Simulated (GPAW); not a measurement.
# Dielectric function and optical constants of KBr, part 2 of 2

Wanted: where KBr starts to absorb, how strongly, and its refractive index.

GPAW 26.7.0; DFT, PBE, plane-wave PAW (GPAW data sets), scalar-relativistic, RPA, optical limit.

So far. Step 2 (Ground state): There is a gap, 4.44 eV on this mesh (points off the mesh can give less), so no carriers' term is needed.

## (4) Dielectric function, RPA

Transitions between filled and empty bands, summed over the zone, give the optical response, so mesh, band count and broadening shape it.

The induced potential is part of this response.

This step: DFT, PBE, plane-wave PAW (GPAW data sets), scalar-relativistic, RPA, optical limit (GPAW 26.7.0).

df.py

```python
from gpaw.response.df import DielectricFunction

df = DielectricFunction('full.gpw', frequencies={'type': 'nonlinear', 'domega0': 0.03, 'omega2': 8},
                        ecut=60,
                        eta=0.1,
                        nbands=43,
                        txt='df.txt')
for direction in ['x']:
    df.get_dielectric_function(xc='RPA', direction=direction, filename=f'df_{direction}.csv')
```

Launch:

```console
$ OMP_NUM_THREADS=1 python df.py
```

Numbers of over 12 decimals in the logs are rounded to 6 here.

Output:

```text
Using integrator: PointIntegrator
NonLinearFrequencyDescriptor(from 0.000 to 63.145 eV, 494 points)
Nonperiodic BCs:  [False False False]
Using integrator: PointIntegrator
NonLinearFrequencyDescriptor(from 0.000 to 63.145 eV, 494 points)
Nonperiodic BCs:  [False False False]

Calculating chi0 body with:
    Ground state adapter containing:
    Number of spins: 1
    Number of kpoints: 729
    Number of irreducible kpoints: 35
    Number of completely occupied states: 8
    Number of partially occupied states: 8

    Linear response parametrization:
    q_c: [0.0, 0.0, 0.0]
    Number of frequency points: 494
    Planewave cutoff: 60.0
    Number of bands: 43
    Number of planewaves: 65
    Broadening (eta): 0.1

Integrating chi0 body.

Symmetries of q_c:
    Direct symmetries (Uq -> q): 48
    Indirect symmetries (TUq -> q): 0
In total 48 allowed symmetries.

35 groups of equivalent kpoints. 95.198903% reduction.

Integral kind: spectral function

Calculating chi0 optical extensions with:
    Ground state adapter containing:
    Number of spins: 1
    Number of kpoints: 729
    Number of irreducible kpoints: 35
    Number of completely occupied states: 8
    Number of partially occupied states: 8

    Linear response parametrization:
    Number of frequency points: 494
    Planewave cutoff: 60.0
    Number of bands: 43
    Number of planewaves: 65
    Broadening (eta): 0.1
Integrating chi0 head and wings.

Symmetries of q_c:
    Direct symmetries (Uq -> q): 48
    Indirect symmetries (TUq -> q): 0
In total 48 allowed symmetries.

35 groups of equivalent kpoints. 95.198903% reduction.

Integral kind: spectral function wings
```

The job ended after 9.7 s (1 thread of Arm Neoverse V1, shared host; peak memory 0.3 GiB).

Numbers from this step:

- electronic dielectric constant ε∞, mean over x, y and z (by symmetry where fewer were run): 2.357
- main peak of Im epsilon, first axis: 6.924 eV
- centre of weight of the strongest loss peak in the window: 12.35 eV

Some rows of df_x.csv (energy; Re and Im without local fields; Re and Im with them):

```text
0.000000, 2.823128, 0.000000, 2.356506, 0.000000
0.555532, 2.831062, 0.002877, 2.362069, 0.002017
1.143969, 2.857471, 0.006174, 2.380594, 0.004333
1.768324, 2.908458, 0.010330, 2.416405, 0.007262
2.431988, 2.995350, 0.016242, 2.477610, 0.011466
3.138794, 3.141927, 0.026274, 2.581563, 0.018739
3.893091, 3.414887, 0.051239, 2.779126, 0.037837
4.699832, 4.128864, 0.410266, 3.321342, 0.338867
5.564682, 4.018004, 1.321545, 3.093720, 1.078659
6.494155, 4.244047, 2.806557, 3.141206, 1.776916
7.495775, 1.658578, 3.766054, 1.724798, 2.775039
8.578281, 2.444397, 2.098920, 1.604888, 1.136878
9.751884, 0.406490, 3.383533, 1.648195, 2.181855
11.028587, -0.394968, 0.854670, -0.406452, 1.694193
12.422601, 0.523520, 1.084816, 0.549273, 0.938095
13.950874, 1.808768, 0.484349, 1.044258, 0.150562
15.633783, 0.368866, 0.853934, 1.240881, 0.836692
17.496047, 1.287356, 0.649892, 0.854747, 0.572915
19.567954, 1.285328, 0.754446, 0.615119, 0.701768
```

The Im ε, E ∥ x has structure finer than the step of the table below, so its rows give means over 0.5 eV, whole bins alone (the curve runs from 0 to 21.9 eV). Peaks (eV: height): 5.56: 1.08, 6.44: 1.86, 6.93: 3.08, 9.96: 2.76, 10.45: 2.58, 16.34: 1.39, 19.09: 0.969.

Values under the direct gap are tails of Lorentzian lines. Im ε, E ∥ x against photon energy; means over each step:

| photon energy (eV) | Im ε, E ∥ x |
| --- | --- |
| 0.5 | 0.00182 |
| 1.0 | 0.00375 |
| 1.5 | 0.00594 |
| 2.0 | 0.00859 |
| 2.5 | 0.0121 |
| 3.0 | 0.0171 |
| 3.5 | 0.0255 |
| 4.0 | 0.0470 |
| 4.5 | 0.193 |
| 5.0 | 0.508 |
| 5.5 | 0.805 |
| 6.0 | 0.916 |
| 6.5 | 1.58 |
| 7.0 | 2.75 |
| 7.5 | 2.63 |
| 8.0 | 1.82 |
| 8.5 | 1.27 |
| 9.0 | 1.54 |
| 9.5 | 2.23 |
| 10.0 | 2.46 |
| 10.5 | 2.27 |
| 11.0 | 1.76 |
| 11.5 | 1.04 |
| 12.0 | 0.865 |
| 12.5 | 0.873 |
| 13.0 | 0.565 |
| 13.5 | 0.281 |
| 14.0 | 0.198 |
| 14.5 | 0.421 |
| 15.0 | 0.636 |
| 15.5 | 0.836 |
| 16.0 | 0.975 |
| 16.5 | 1.13 |
| 17.0 | 0.623 |
| 17.5 | 0.575 |
| 18.0 | 0.641 |
| 18.5 | 0.818 |
| 19.0 | 0.895 |
| 19.5 | 0.751 |
| 20.0 | 0.557 |
| 20.5 | 0.496 |
| 21.0 | 0.491 |
| 21.5 | 0.613 |

Table of Re ε, E ∥ x by photon energy:

| photon energy (eV) | Re ε, E ∥ x |
| --- | --- |
| 0 | 2.36 |
| 1 | 2.37 |
| 2 | 2.43 |
| 3 | 2.56 |
| 4 | 2.82 |
| 5 | 2.97 |
| 6 | 3.70 |
| 7 | 2.80 |
| 8 | 1.40 |
| 9 | 2.24 |
| 10 | 1.20 |
| 11 | -0.321 |
| 12 | 0.536 |
| 13 | 0.453 |
| 14 | 1.09 |
| 15 | 1.46 |
| 16 | 1.24 |
| 17 | 0.841 |
| 18 | 1.03 |
| 19 | 0.933 |
| 20 | 0.733 |
| 21 | 0.913 |

The Im ε, E ∥ x has structure finer than the step of the table below, so its rows give means over 0.5 eV, whole bins alone (the curve runs from 0 to 21.9 eV). Peaks (eV: height): without local fields 6.87: 5.04, 9.35: 4.40, 14.40: 1.80, 20.82: 2.12; with local fields 5.56: 1.08, 6.44: 1.86, 6.93: 3.08, 9.96: 2.76, 10.45: 2.58, 16.34: 1.39, 19.09: 0.969.

Values under the direct gap are tails of Lorentzian lines. The Im ε, E ∥ x by photon energy; means over each step:

| photon energy (eV) | without local fields | with local fields |
| --- | --- | --- |
| 0.5 | 0.00259 | 0.00182 |
| 1.0 | 0.00534 | 0.00375 |
| 1.5 | 0.00846 | 0.00594 |
| 2.0 | 0.0122 | 0.00859 |
| 2.5 | 0.0171 | 0.0121 |
| 3.0 | 0.0240 | 0.0171 |
| 3.5 | 0.0353 | 0.0255 |
| 4.0 | 0.0624 | 0.0470 |
| 4.5 | 0.234 | 0.193 |
| 5.0 | 0.606 | 0.508 |
| 5.5 | 1.00 | 0.805 |
| 6.0 | 1.32 | 0.916 |
| 6.5 | 2.65 | 1.58 |
| 7.0 | 4.39 | 2.75 |
| 7.5 | 3.53 | 2.63 |
| 8.0 | 2.55 | 1.82 |
| 8.5 | 2.22 | 1.27 |
| 9.0 | 3.76 | 1.54 |
| 9.5 | 3.87 | 2.23 |
| 10.0 | 3.06 | 2.46 |
| 10.5 | 1.99 | 2.27 |
| 11.0 | 1.07 | 1.76 |
| 11.5 | 0.808 | 1.04 |
| 12.0 | 0.955 | 0.865 |
| 12.5 | 0.944 | 0.873 |
| 13.0 | 0.631 | 0.565 |
| 13.5 | 0.377 | 0.281 |
| 14.0 | 0.773 | 0.198 |
| 14.5 | 1.72 | 0.421 |
| 15.0 | 1.57 | 0.636 |
| 15.5 | 0.950 | 0.836 |
| 16.0 | 0.668 | 0.975 |
| 16.5 | 0.375 | 1.13 |
| 17.0 | 0.405 | 0.623 |
| 17.5 | 0.682 | 0.575 |
| 18.0 | 0.965 | 0.641 |
| 18.5 | 0.969 | 0.818 |
| 19.0 | 0.838 | 0.895 |
| 19.5 | 0.747 | 0.751 |
| 20.0 | 1.22 | 0.557 |
| 20.5 | 1.80 | 0.496 |
| 21.0 | 1.83 | 0.491 |
| 21.5 | 1.29 | 0.613 |

The refractive index n and extinction k by photon energy:

| photon energy (eV) | n | k |
| --- | --- | --- |
| 0.0 | 1.54 | 0 |
| 0.5 | 1.54 | 5.9e-4 |
| 1.0 | 1.54 | 0.00121 |
| 1.5 | 1.55 | 0.00191 |
| 2.0 | 1.56 | 0.00274 |
| 2.5 | 1.58 | 0.00381 |
| 3.0 | 1.60 | 0.00529 |
| 3.5 | 1.63 | 0.00769 |
| 4.0 | 1.68 | 0.0131 |
| 4.5 | 1.75 | 0.0483 |
| 5.0 | 1.73 | 0.131 |
| 5.5 | 1.85 | 0.272 |
| 6.0 | 1.93 | 0.184 |
| 6.5 | 1.83 | 0.477 |
| 7.0 | 1.84 | 0.777 |
| 7.5 | 1.58 | 0.879 |
| 8.0 | 1.36 | 0.664 |
| 8.5 | 1.31 | 0.479 |
| 9.0 | 1.57 | 0.484 |
| 9.5 | 1.58 | 0.764 |
| 10.0 | 1.45 | 0.945 |
| 10.5 | 1.23 | 1.00 |
| 11.0 | 0.890 | 1.06 |
| 11.5 | 0.778 | 0.680 |
| 12.0 | 0.888 | 0.503 |
| 12.5 | 0.875 | 0.543 |
| 13.0 | 0.768 | 0.370 |
| 13.5 | 0.789 | 0.179 |
| 14.0 | 1.05 | 0.0813 |
| 14.5 | 1.14 | 0.187 |
| 15.0 | 1.23 | 0.250 |
| 15.5 | 1.18 | 0.355 |
| 16.0 | 1.18 | 0.394 |
| 16.5 | 1.00 | 0.587 |
| 17.0 | 0.967 | 0.307 |
| 17.5 | 0.972 | 0.294 |
| 18.0 | 1.06 | 0.302 |
| 18.5 | 1.08 | 0.398 |
| 19.0 | 1.06 | 0.427 |
| 19.5 | 0.894 | 0.421 |
| 20.0 | 0.909 | 0.305 |
| 20.5 | 0.926 | 0.268 |
| 21.0 | 0.986 | 0.244 |
| 21.5 | 0.991 | 0.328 |

The reflectivity at normal incidence, E ∥ x has structure finer than the step of the table below, so its rows give means over 0.5 eV, whole bins alone (the curve runs from 0 to 21.9 eV). Peaks (eV: height): 6.87: 16.6, 10.52: 18.0, 11.03: 25.3, 16.54: 8.01, 19.21: 5.46.

Table of reflectivity at normal incidence, E ∥ x by photon energy; means over each step:

| photon energy (eV) | reflectivity at normal incidence, E ∥ x (%) |
| --- | --- |
| 0.5 | 4.48 |
| 1.0 | 4.54 |
| 1.5 | 4.64 |
| 2.0 | 4.79 |
| 2.5 | 5.01 |
| 3.0 | 5.32 |
| 3.5 | 5.76 |
| 4.0 | 6.47 |
| 4.5 | 7.73 |
| 5.0 | 8.07 |
| 5.5 | 8.83 |
| 6.0 | 10.3 |
| 6.5 | 11.6 |
| 7.0 | 15.2 |
| 7.5 | 14.2 |
| 8.0 | 9.70 |
| 8.5 | 6.10 |
| 9.0 | 8.21 |
| 9.5 | 11.8 |
| 10.0 | 14.3 |
| 10.5 | 15.8 |
| 11.0 | 19.7 |
| 11.5 | 12.5 |
| 12.0 | 6.99 |
| 12.5 | 7.70 |
| 13.0 | 5.81 |
| 13.5 | 2.13 |
| 14.0 | 0.363 |
| 14.5 | 1.18 |
| 15.0 | 2.35 |
| 15.5 | 3.24 |
| 16.0 | 4.13 |
| 16.5 | 7.40 |
| 17.0 | 3.06 |
| 17.5 | 2.10 |
| 18.0 | 2.16 |
| 18.5 | 3.38 |
| 19.0 | 4.40 |
| 19.5 | 4.79 |
| 20.0 | 2.85 |
| 20.5 | 2.04 |
| 21.0 | 1.58 |
| 21.5 | 2.40 |

Optical constants at common wavelengths, from n + ik = √ε:

| wavelength (nm) | n | k | R (%) | 1/α |
| --- | --- | --- | --- | --- |
| 1064 | 1.54 | 0.001 | 4.6 | 59 µm |
| 800 | 1.55 | 0.002 | 4.6 | 32 µm |
| 532 | 1.57 | 0.003 | 4.9 | 12 µm |
| 450 | 1.59 | 0.004 | 5.2 | 8.0 µm |
| 405 | 1.60 | 0.006 | 5.4 | 5.8 µm |
| 308 | 1.68 | 0.014 | 6.5 | 1.8 µm |
| 248 | 1.73 | 0.131 | 7.3 | 151 nm |

Below the direct gap, k and the depth come from the tails of the Lorentzian lines, not from transitions.

Rows near the edge hang on the gap, which this functional as a rule makes too small, and phonon-assisted absorption is left out.

## (5) Results

| Item | Value |
| --- | --- |
| electronic dielectric constant ε∞, mean over x, y and z (by symmetry where fewer were run) (RPA) | 2.36 |
| main peak of Im epsilon, first axis | 6.92 eV |
| centre of weight of the strongest loss peak in the window, first axis | 12.3 eV |

At this level (PBE, RPA) KBr has ε∞ = 2.36 and n = 1.54 at 1550 nm, and Im ε peaks at 6.9 eV. On the mesh the gap is 4.44 eV and the least direct gap 4.44 eV. Local fields change the static value along x from 2.82 to 2.36 (-17 %). Distinct maxima of Im ε, read by a parabola through the highest points, lie at 6.92 eV (3.1), 9.52 eV (2.4), 9.98 eV (2.8) and 10.44 eV (2.6). Excitons and phonon-assisted transitions are missing; PBE gaps are as a rule too small, which pulls the onset down and ε∞ up. The sum runs over mesh points, so small or evenly spaced maxima can still be ripples of the mesh.

[Machine, clock and banner lines and Python warnings are left out of the logs.]

[Logs are printed without paths, hosts, clocks, repeated set-up lines and the standing remarks that a program may print on its own settings, such as how far it seeks lower states.]

[Hosts, paths, dates, database ids (printed as entryN), source tags and the programs' standing remarks are cut or masked in the printed files.]
